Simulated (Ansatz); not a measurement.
# Site preference of Ga in place of Al in glassy 43SiO2-23Al2O3-34BaO (mol %) (109 atoms): runs compared

Aim: make Ga in place of Al at several sites of glassy 43SiO2-23Al2O3-34BaO (mol %) (109 atoms), relax each, and compare their energies.

Computed with Ansatz 0.2.0: Kohn-Sham DFT, PBE, PAW (set soft_2), plane waves.

## 1. The cell as built

The cell holds 109 atoms: 15 Si, 16 Al, 12 Ba and 66 O. Its edges and angles: a = 11.621 Å, b = 11.621 Å, c = 11.621 Å, α = 90.0°, β = 90.0°, γ = 90.0°. 109 atoms (15 Si, 16 Al, 12 Ba, 66 O) placed at random at 3.69 g/cm³, melted at 4000 K for 10 ps at fixed volume with the Morse and Coulomb pair potential with partial charges (Pedone, Malavasi, Menziani, Cormack and Segre, J. Phys. Chem. B 110, 11780 (2006)). Quenched from 4000 K to 300 K at 50 K/ps and fixed volume, held 10 ps at zero pressure.

Limits known from the start: The quench rate of 50 K/ps is many orders above laboratory rates, so the cell is likely richer in defects and strain than a real sample. The starting topology of bonds comes from the classical model, and needn't be the one that DFT or experiment would give. The Brillouin zone is sampled at Γ only, in a cell whose shortest periodic width is 12 Å. Spin–orbit coupling is left out, which matters for the levels of the heavy elements.

## 2. The reference run

The reference is a single point at the end of the relaxation.

Every defect cell starts from the geometry of this run and is relaxed in the fixed cell.

Its input, with most atom lines left out:

```yaml
crystal:
  lattice:
    - [11.62145, 0.0, 0.0]
    - [0.0, 11.62145, 0.0]
    - [0.0, 0.0, 11.62145]
  atoms:
    - { symbol: Si, position: [0.78465, 0.19903, 0.29433] }
    - { symbol: Si, position: [0.82107, 0.80249, 0.02143] }
    - { symbol: Si, position: [0.22403, 0.08052, 0.07501] }
    - { symbol: Si, position: [0.6012, 0.83703, 0.87879] }
    - { symbol: Si, position: [0.57017, 0.09708, 0.19251] }
    - { symbol: Si, position: [0.41025, 0.19825, 0.36579] }
    - { symbol: Si, position: [0.91071, 0.19954, 0.0631] }
    [... atom lines 8 to 109 left out ...]
kpoints:
  mp_grid: { grid: [1, 1, 1] }
hamiltonian:
  xc: pbe
scf:
  occupations: { method: fermi_dirac, width: 0.025 }
output:
  forces: true
  stress: true
  populations: true
  dos:
    method: { smearing: { sigma: 0.1 } }
    de: 0.1
    projected: { site_lists: { Al: [Al], Ba: [Ba], O: [O], Si: [Si] } }
  eigenvalues: true
  write_density: true
  write_potential: true
  volumetric_format: npy
```

| Quantity | Value |
| --- | --- |
| free energy per atom | -1166.3563 eV/atom |
| r.m.s. force component | 0.00504 eV/Å |
| pressure | 1.854 GPa |

Filled and empty levels are parted by 3.70 eV (at Γ alone); a semilocal functional tends to put such gaps too low. In a disordered cell it changes from sample to sample, and tail or defect levels can set it.

## 3. The runs

Each row is one run, on 4 threads of Arm Neoverse V1, shared host. The free energy is the program's total, comparable only between runs with the same functional, potentials and atoms.

| run | atoms | outcome | ionic steps, all passes | free energy (eV) | time | host memory (GiB) |
| --- | --- | --- | --- | --- | --- | --- |
| Single point at the start | 109 | converged | - | -127122.056 | 23 s | 2.1 |
| Relaxation | 109 | converged | 19 | -127132.839 | 4.9 min | 2.1 |
| Single point at the relaxed geometry | 109 | converged | - | -127132.839 | 34 s | 2.2 |
| Ga on a site of Al, site Al27 | 109 | converged | 9 | -130375.551 | 7.4 min | 3.7 |
| Ga on a site of Al, site Al31 | 109 | converged | 7 | -130375.390 | 6.5 min | 3.7 |
| Ga on a site of Al, site Al24 | 109 | converged | 9 | -130375.296 | 8 min | 3.7 |
| Ga on a site of Al, site Al19 | 109 | converged | 7 | -130375.322 | 6.3 min | 3.7 |
| Ga on a site of Al, site Al30 | 109 | converged | 8 | -130375.293 | 7.5 min | 3.7 |
| Ga on a site of Al, site Al16 | 109 | converged | 7 | -130375.618 | 6.5 min | 3.7 |

In some runs the program notes that starting moments were not kept.

Local excerpt of 14 atoms (numbers count through the whole input) about site Al16, the cheapest one, after relaxation; x, y, z are measured from there.

| atom | x | y | z | distance (Å) | bonds |
| --- | --- | --- | --- | --- | --- |
| Ga16 | -0.02 | -0.01 | -0.05 | 0.05 | 4 |
| O56 | 0.93 | 1.57 | 0.21 | 1.84 | 4 |
| O72 | -1.87 | -0.07 | -0.24 | 1.88 | 4 |
| O75 | 0.19 | -0.53 | 1.82 | 1.90 | 4 |
| O104 | 0.86 | -0.63 | -1.59 | 1.91 | 4 |
| O92 | 2.53 | -0.85 | 0.58 | 2.73 | 4 |
| Si12 | 0.13 | 2.85 | -0.57 | 2.90 | 4 |
| Al23 | -2.18 | -1.48 | -1.27 | 2.92 | 4 |
| Al27 | 2.60 | -0.56 | -1.23 | 2.93 | 4 |
| Si14 | 0.56 | 0.71 | 2.95 | 3.09 | 4 |
| O63 | -1.31 | -2.76 | -0.49 | 3.10 | 5 |
| Al22 | 1.70 | -2.01 | 1.67 | 3.12 | 5 |
| Al31 | 2.78 | 1.11 | 0.86 | 3.12 | 6 |
| O53 | -0.32 | 2.40 | -2.09 | 3.20 | 4 |

The column of bonds counts only the pairs O-Al within 2.49 Å, O-Si within 2.08 Å, O-Ba within 3.62 Å, O-Ga within 2.33 Å; other neighbours, such as metal atoms beside each other in a compound, aren't counted, and periodic images can show an atom twice.

## 4. The sites compared

All these cells hold the same atoms, so their energies can be compared with no chemical potential.

| site | neighbours | mean distance (Å) | atoms within 6 Å | energy over the best site (eV) | before relaxation (eV) | gain on relaxing (eV) |
| --- | --- | --- | --- | --- | --- | --- |
| Al16 | O4 | 1.80 | 60 | 0.00 | 0.00 | 0.31 |
| Al27 | O4 | 1.79 | 59 | 0.07 | 0.08 | 0.32 |
| Al31 | O6 | 1.95 | 63 | 0.23 | 0.18 | 0.27 |
| Al19 | O4 | 1.77 | 59 | 0.30 | 0.33 | 0.35 |
| Al24 | O4 | 1.76 | 57 | 0.32 | 0.38 | 0.37 |
| Al30 | O4 | 1.76 | 53 | 0.33 | 0.38 | 0.37 |

Neighbours are those of the relaxed host within 2.49 Å (O-Al); other pairs aren't counted.

## 5. What came out

The cheapest site is Al16 (4 neighbours, O4); the dearest, Al30 (4 neighbours, O4), costs 0.33 eV more. By coordination the energies over the best site are 0.00 to 0.33 eV with 4 neighbours and 0.23 eV with 6 neighbours. Relaxation gains 0.27 to 0.37 eV and leaves the best site the same.

**Limits.** Defects are neutral and interact with their images. The reference ran with fermi-dirac smearing of 0.025 eV, but 6 of the 6 defect cells with fermi-dirac smearing of 0.025 eV, spin polarised. In a disordered cell the relaxation can also rearrange atoms far from the site. In the spin-polarised runs the search for a state of lower energy was switched off. Only 6 of the 16 Al sites were tried; unless symmetry makes the others alike to these, a cheaper one may exist. The pressure of 1.9 GPa says that the cell would expand at this level of theory.

The DFT runs together took 48 min of wall time.

[Logs are printed without paths, hosts, clocks, repeated set-up lines and the standing remarks that a program may print on its own settings, such as how far it seeks lower states.]

[Hosts, paths, dates, database ids (printed as entryN), source tags and the programs' standing remarks are cut or masked in the printed files.]
